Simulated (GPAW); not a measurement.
# CrSi2P4 monolayer in an electric field, part 2 of 3

Aim: the dipole that a field along the normal induces in CrSi2P4 monolayer.

GPAW 26.7.0; GPAW, PAW setups; layer in a repeated cell with vacuum, relaxation of atoms and in-plane cell (the session's first sound run).

So far, upper work function (eV): step 3 (plane waves, PBE) 5.20.

## (4) In a field

Level of this step: GPAW, PAW setups; slab in vacuum (GPAW).

A uniform field along the normal polarises the slab; the atoms stay fixed, so this is the electronic response alone.

File run.py:

```python
import json
import numpy as np
from ase import Atoms
from gpaw import GPAW, PW
from gpaw.external import ConstantElectricField

slab = Atoms(
    ['P', 'Si', 'P', 'Cr', 'P', 'Si', 'P'],
    positions=[
        [-0.00000, -0.00000, 7.00000],
        [-0.00000, 1.97099, 8.06028],
        [-0.00000, 1.97099, 10.33256],
        [-0.00000, 0.00000, 11.65094],
        [-0.00000, 1.97099, 12.96932],
        [-0.00000, 1.97099, 15.24160],
        [0.00000, -0.00000, 16.30188]],
    cell=[[3.41385, -0.0, 0.0], [-1.70693, 2.95649, 0.0], [0.0, 0.0, 23.3019]],
    pbc=[True, True, False])

slab.calc = GPAW(mode=PW(400), xc='PBE', kpts={'size': (9, 9, 1), 'gamma': True},
                 occupations={'name': 'fermi-dirac', 'width': 0.05}, nbands='200%',
                 convergence={'density': 1e-05}, maxiter=200,
                 poissonsolver={'dipolelayer': 'xy'},
                 external=ConstantElectricField(-0.2, [0, 0, 1]),
                 symmetry={'tolerance': 1e-3}, txt='slab.txt')
result = {}
energy = slab.get_potential_energy()
fermi = slab.calc.get_fermi_level()
v = slab.calc.get_electrostatic_potential().mean((0, 1)) - fermi
n = slab.calc.get_pseudo_density().mean((0, 1))
L = slab.cell[2, 2]
z = np.arange(len(v)) * L / len(v)
low, high = slab.positions[:, 2].min(), slab.positions[:, 2].max()
below, above = np.interp([low - 4.8, high + 4.8], z, v)
slopes = [np.interp(x, z, np.gradient(v, z)) for x in (low - 4.8, high + 4.8)]
eps = np.array([[slab.calc.get_eigenvalues(k, s) for k in range(len(slab.calc.get_ibz_k_points()))]
                for s in range(slab.calc.get_number_of_spins())]) - fermi
top, bottom = eps[eps < 0].max(), eps[eps > 0].min()
dipole = slab.get_dipole_moment()[2]
print(f'energy {energy:.4f} eV, Fermi level {fermi:.4f} eV, dipole {dipole:.5f} e A')
print(f'potential 4.8 A off the faces, from the Fermi level: lower {below:.4f} eV, upper {above:.4f} eV')
print(f'slope of the potential there: lower {slopes[0]:.5f}, upper {slopes[1]:.5f} eV/A')
print(f'nearest levels on the mesh: {top:.4f} and {bottom:.4f} eV')
print('magnetic moment', round(slab.get_magnetic_moment(), 3))
result.update(energy=energy, fermi=fermi, dipole=dipole, below=below, above=above, slopes=slopes, edges=[top, bottom],
              z=z.tolist(), v=v.tolist(), n=n.tolist(), positions=slab.positions.tolist(),
              forces=slab.get_forces(apply_constraint=False).tolist(), moments=slab.get_magnetic_moments().tolist())
json.dump(result, open('result.json', 'w'))
```

Launch:

```sh
$ OMP_NUM_THREADS=1 OPENBLAS_NUM_THREADS=1 python run.py
```

What it wrote:

```text
energy -43.0359 eV, Fermi level 0.9584 eV, dipole -0.12507 e A
potential 4.8 A off the faces, from the Fermi level: lower 4.0826 eV, upper 6.3248 eV
slope of the potential there: lower -0.00005, upper 0.00015 eV/A
nearest levels on the mesh: -0.1913 and 0.1564 eV
magnetic moment 0.0
```

The job ended after 2.4 min (1 thread of Arm Neoverse V2, shared host; peak memory 0.35 GiB).

This step gave:

| Quantity | Value |
| --- | --- |
| dipole along the normal | -0.1251 e·Å |
| levels nearest the Fermi level on the mesh | -0.1913, 0.1564 eV from the Fermi level |
| potential below the slab, the applied field's own ramp left out | 4.083 eV from the Fermi level |
| potential above the slab, the applied field's own ramp left out | 6.325 eV from the Fermi level |

The electrostatic potential energy of an electron (without an applied field's), less the Fermi level, planar mean oscillates, so the rows of the table below give means over windows of 1.73 Å about each position, cut where the curve ends. Its maxima inside the range that stand out by 2 % of the span (Å: eV): 7.6: -11.7, 9.3: 1.03, 11.0: -6.24, 12.3: -5.99, 14.0: 1.93, 15.8: -10.1, 22.0: 6.32. Its minima: 7.0: -16.0, 8.0: -13.9, 10.4: -13.7, 11.7: -12.6, 12.9: -13.2, 15.3: -12.5, 16.3: -14.2.

Table of electrostatic potential energy of an electron (without an applied field's), less the Fermi level, planar mean by z; means over each step:

```
z (Å)  electrostatic potential energy of an electron (without an applied field's), less the Fermi level, planar mean (eV)
 0.86                                                                                                                4.20
 2.59                                                                                                                4.08
 4.32                                                                                                                4.04
 6.05                                                                                                               -1.41
 7.78                                                                                                               -12.2
 9.51                                                                                                               -3.74
11.24                                                                                                               -9.68
12.97                                                                                                               -7.23
14.70                                                                                                               -4.79
16.43                                                                                                               -7.49
18.16                                                                                                                5.79
19.89                                                                                                                6.32
21.62                                                                                                                6.32
```

The dipole is now -0.125 e Å, against -2.9e-4 in the run without a field.

## (5) Field on

Edit run.py of step 4 so:

```diff
@@ -23,3 +23,3 @@
                  poissonsolver={'dipolelayer': 'xy'},
-                 external=ConstantElectricField(-0.2, [0, 0, 1]),
+                 external=ConstantElectricField(-0.1, [0, 0, 1]),
                  symmetry={'tolerance': 1e-3}, txt='slab.txt')
```

What it wrote:

```text
energy -43.0265 eV, Fermi level 0.9590 eV, dipole -0.06252 e A
potential 4.8 A off the faces, from the Fermi level: lower 4.6415 eV, upper 5.7624 eV
slope of the potential there: lower -0.00006, upper 0.00011 eV/A
nearest levels on the mesh: -0.1916 and 0.1567 eV
magnetic moment 0.0
```

Wall time 2.3 min (1 thread); peak memory 0.35 GiB.

Numbers from this step:

```
dipole along the normal                                         : -0.06252 e·Å
levels nearest the Fermi level on the mesh                      : -0.1916, 0.1567 eV from the Fermi level
potential below the slab, the applied field's own ramp left out : 4.642 eV from the Fermi level
potential above the slab, the applied field's own ramp left out : 5.762 eV from the Fermi level
```

The electrostatic potential energy of an electron (without an applied field's), less the Fermi level, planar mean by z:

```
z (Å)  electrostatic potential energy of an electron (without an applied field's), less the Fermi level, planar mean (eV)
  0.0                                                                                                                5.20
  0.5                                                                                                                4.64
  1.0                                                                                                                4.64
  1.5                                                                                                                4.64
  2.0                                                                                                                4.64
  2.5                                                                                                                4.64
  3.0                                                                                                                4.64
  3.5                                                                                                                4.64
  4.0                                                                                                                4.64
  4.5                                                                                                                4.61
  5.0                                                                                                                4.51
  5.5                                                                                                                4.07
  6.0                                                                                                                2.16
  6.5                                                                                                               -4.84
  7.0                                                                                                               -15.4
  7.5                                                                                                               -11.5
  8.0                                                                                                               -13.5
  8.5                                                                                                               -6.59
  9.0                                                                                                               0.362
  9.5                                                                                                               0.293
 10.0                                                                                                               -8.20
 10.5                                                                                                               -12.3
 11.0                                                                                                               -6.19
 11.5                                                                                                               -11.6
 12.0                                                                                                               -8.90
 12.5                                                                                                               -7.23
 13.0                                                                                                               -13.1
 13.5                                                                                                               -3.44
 14.0                                                                                                                1.64
 14.5                                                                                                               -1.04
 15.0                                                                                                               -9.95
 15.5                                                                                                               -11.8
 16.0                                                                                                               -12.4
 16.5                                                                                                               -11.5
 17.0                                                                                                             -0.0928
 17.5                                                                                                                4.31
 18.0                                                                                                                5.42
 18.5                                                                                                                5.68
 19.0                                                                                                                5.74
 19.5                                                                                                                5.76
 20.0                                                                                                                5.76
 20.5                                                                                                                5.76
 21.0                                                                                                                5.76
 21.5                                                                                                                5.76
 22.0                                                                                                                5.76
 22.5                                                                                                                5.76
 23.0                                                                                                                5.64
```

The dipole is now -0.0625 e Å, against -2.9e-4 in the run without a field.

## (6) In a field

Edit run.py of step 5 so:

```diff
@@ -23,3 +23,3 @@
                  poissonsolver={'dipolelayer': 'xy'},
-                 external=ConstantElectricField(-0.1, [0, 0, 1]),
+                 external=ConstantElectricField(-0.05, [0, 0, 1]),
                  symmetry={'tolerance': 1e-3}, txt='slab.txt')
```

What it wrote:

```text
energy -43.0242 eV, Fermi level 0.9591 eV, dipole -0.03128 e A
potential 4.8 A off the faces, from the Fermi level: lower 4.9213 eV, upper 5.4821 eV
slope of the potential there: lower -0.00007, upper 0.00010 eV/A
nearest levels on the mesh: -0.1917 and 0.1568 eV
magnetic moment 0.0
```

The job ended after 2.1 min (1 thread; peak memory 0.35 GiB).

## (7) In a field

Edit run.py of step 6 so:

```diff
@@ -23,3 +23,3 @@
                  poissonsolver={'dipolelayer': 'xy'},
-                 external=ConstantElectricField(-0.05, [0, 0, 1]),
+                 external=ConstantElectricField(0.05, [0, 0, 1]),
                  symmetry={'tolerance': 1e-3}, txt='slab.txt')
```

What it wrote:

```text
energy -43.0242 eV, Fermi level 0.9591 eV, dipole 0.03128 e A
potential 4.8 A off the faces, from the Fermi level: lower 5.4821 eV, upper 4.9213 eV
slope of the potential there: lower -0.00010, upper 0.00007 eV/A
nearest levels on the mesh: -0.1917 and 0.1568 eV
magnetic moment 0.0
```

It took 2.2 min on 1 thread; peak memory 0.35 GiB.

## (8) Field on

Edit run.py of step 7 so:

```diff
@@ -23,3 +23,3 @@
                  poissonsolver={'dipolelayer': 'xy'},
-                 external=ConstantElectricField(0.05, [0, 0, 1]),
+                 external=ConstantElectricField(0.1, [0, 0, 1]),
                  symmetry={'tolerance': 1e-3}, txt='slab.txt')
```

What it wrote:

```text
energy -43.0265 eV, Fermi level 0.9589 eV, dipole 0.06255 e A
potential 4.8 A off the faces, from the Fermi level: lower 5.7628 eV, upper 4.6414 eV
slope of the potential there: lower -0.00011, upper 0.00006 eV/A
nearest levels on the mesh: -0.1916 and 0.1567 eV
magnetic moment 0.0
```

The job ended after 2.2 min (1 thread; peak memory 0.35 GiB).

The electrostatic potential energy of an electron (without an applied field's), less the Fermi level, planar mean oscillates, so the rows of the table below give means over windows of 1.73 Å about each position, cut where the curve ends. Its maxima inside the range that stand out by 2 % of the span (Å: eV): 1.8: 5.76, 7.6: -10.5, 9.3: 1.71, 11.0: -6.06, 12.3: -6.18, 14.0: 1.26, 15.8: -11.3. Its minima: 7.0: -14.6, 8.0: -12.9, 10.4: -13.4, 11.7: -12.6, 12.9: -13.6, 15.3: -13.6, 16.3: -15.5.

The electrostatic potential energy of an electron (without an applied field's), less the Fermi level, planar mean by z; means over each step:

```
z (Å)  electrostatic potential energy of an electron (without an applied field's), less the Fermi level, planar mean (eV)
 0.86                                                                                                                5.70
 2.59                                                                                                                5.76
 4.32                                                                                                                5.71
 6.05                                                                                                               0.125
 7.78                                                                                                               -11.1
 9.51                                                                                                               -3.13
11.24                                                                                                               -9.56
12.97                                                                                                               -7.62
14.70                                                                                                               -5.64
16.43                                                                                                               -8.84
18.16                                                                                                                4.15
19.89                                                                                                                4.64
21.62                                                                                                                4.64
```

The dipole is now 0.0626 e Å, against -2.9e-4 in the run without a field.

## (9) In a field

Edit run.py of step 8 so:

```diff
@@ -23,3 +23,3 @@
                  poissonsolver={'dipolelayer': 'xy'},
-                 external=ConstantElectricField(0.1, [0, 0, 1]),
+                 external=ConstantElectricField(0.2, [0, 0, 1]),
                  symmetry={'tolerance': 1e-3}, txt='slab.txt')
```

What it wrote:

```text
energy -43.0359 eV, Fermi level 0.9585 eV, dipole 0.12507 e A
potential 4.8 A off the faces, from the Fermi level: lower 6.3248 eV, upper 4.0826 eV
slope of the potential there: lower -0.00015, upper 0.00005 eV/A
nearest levels on the mesh: -0.1913 and 0.1564 eV
magnetic moment 0.0
```

Run time: 2.4 min. Hardware: 1 thread; peak memory 0.35 GiB.

Electrostatic potential energy of an electron (without an applied field's), less the Fermi level, planar mean against z:

z (Å), electrostatic potential energy of an electron (without an applied field's), less the Fermi level, planar mean (eV) and a bar from the least value:
```
      0.0        5.2 ############################
      0.5        6.3 ##############################
      1.0        6.3 ##############################
      1.5        6.3 ##############################
      2.0        6.3 ##############################
      2.5        6.3 ##############################
      3.0        6.3 ##############################
      3.5        6.3 ##############################
      4.0        6.3 ##############################
      4.5        6.3 ##############################
      5.0        6.2 ##############################
      5.5        5.7 #############################
      6.0        3.7 ##########################
      6.5       -3.4 ################
      7.0      -14.1 
      7.5      -10.3 ######
      8.0      -12.5 ##
      8.5       -5.7 ############
      9.0        1.1 ######################
      9.5        0.9 ######################
     10.0       -7.7 #########
     10.5      -12.0 ###
     11.0       -6.0 ############
     11.5      -11.6 ####
     12.0       -9.0 #######
     12.5       -7.5 ##########
     13.0      -13.5 #
     13.5       -4.0 ###############
     14.0        1.0 ######################
     14.5       -1.8 ##################
     15.0      -10.9 #####
     15.5      -12.9 ##
     16.0      -13.7 #
     16.5      -12.9 ##
     17.0       -1.6 ##################
     17.5        2.7 #########################
     18.0        3.8 ##########################
     18.5        4.0 ###########################
     19.0        4.1 ###########################
     19.5        4.1 ###########################
     20.0        4.1 ###########################
     20.5        4.1 ###########################
     21.0        4.1 ###########################
     21.5        4.1 ###########################
     22.0        4.1 ###########################
     22.5        4.1 ###########################
     23.0        4.3 ###########################
```

The dipole is now 0.125 e Å, against -2.9e-4 in the run without a field.

(Continued in part 3 of 3.)

[Logs are printed without paths, hosts, clocks, repeated set-up lines and the standing remarks that a program may print on its own settings, such as how far it seeks lower states.]

[Hosts, paths, dates, database ids (printed as entryN), source tags and the programs' standing remarks are cut or masked in the printed files.]
